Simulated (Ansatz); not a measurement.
In doubt: masses and optical values from hybrid runs of this build are listed as unsure (in some of the runs), which bears on the screening that GW takes from such a start.

Two G0W0 runs on KBaLaWO6 (F-43m).

```
K Ba La W O
1.0
     0.00000    4.34455    4.34455
     4.34455    0.00000    4.34455
     4.34455    4.34455    0.00000
K Ba La W O
1 1 1 1 6
Direct
  0.25000 0.25000 0.25000
  0.75000 0.75000 0.75000
  0.00000 0.00000 0.00000
  0.50000 0.50000 0.50000
  0.72549 0.27451 0.27451
  0.27451 0.72549 0.72549
  0.72549 0.72549 0.27451
  0.27451 0.27451 0.72549
  0.27451 0.72549 0.27451
  0.72549 0.27451 0.72549
```

The cell and positions are those that the Materials Project relaxed with its own functionals (PBE, PBE+U or r2SCAN), kept fixed. Spin-orbit coupling is left out unless a run names it.

The first (Ansatz 0.2.0; start PBE, 2×2×2 mesh, 684 empty bands, screening to 150 eV, PAW set soft_1 files; 1 × NVIDIA H100 80GB HBM3 (shared by 6 runs) with 2 threads of AMD EPYC 7R13 (Zen 3), shared host) gave, on its mesh: starting gap 2.47 eV, G0W0 gap 3.64 eV, RPA ε∞ (mean) 4.90, 9.5 s.

The second changes start from PBE to Hartree-Fock. What does it give?

It gave: starting gap 11.82 eV, G0W0 gap 5.68 eV, RPA ε∞ (mean) 2.16, 64 s. The G0W0 gap moves by +2.04 eV, +9.35 eV from the start and −7.31 eV from the correction. Σc changes by −1.71 eV at the valence top and +1.18 eV at the conduction bottom, and Σx − Vxc between them by −10.20 eV.

Limits: not at the basis limit; f levels unsure; no spin-orbit coupling; coarse k mesh.

[Paths, hosts, dates, memory and timing lines, banners, echoed tables and standing remarks are left out of the program output.]

[Logs are printed without paths, hosts, clocks, repeated set-up lines and the standing remarks that a program may print on its own settings, such as how far it seeks lower states.]

[Runs of the session that timed out or met a known fault of the program may be left out.]

[Cells called generated may have been cut or substituted from an entry of the Crystallography Open Database or the Materials Project.]

[Hosts, paths, dates, database ids (printed as entryN), source tags and the programs' standing remarks are cut or masked in the printed files.]
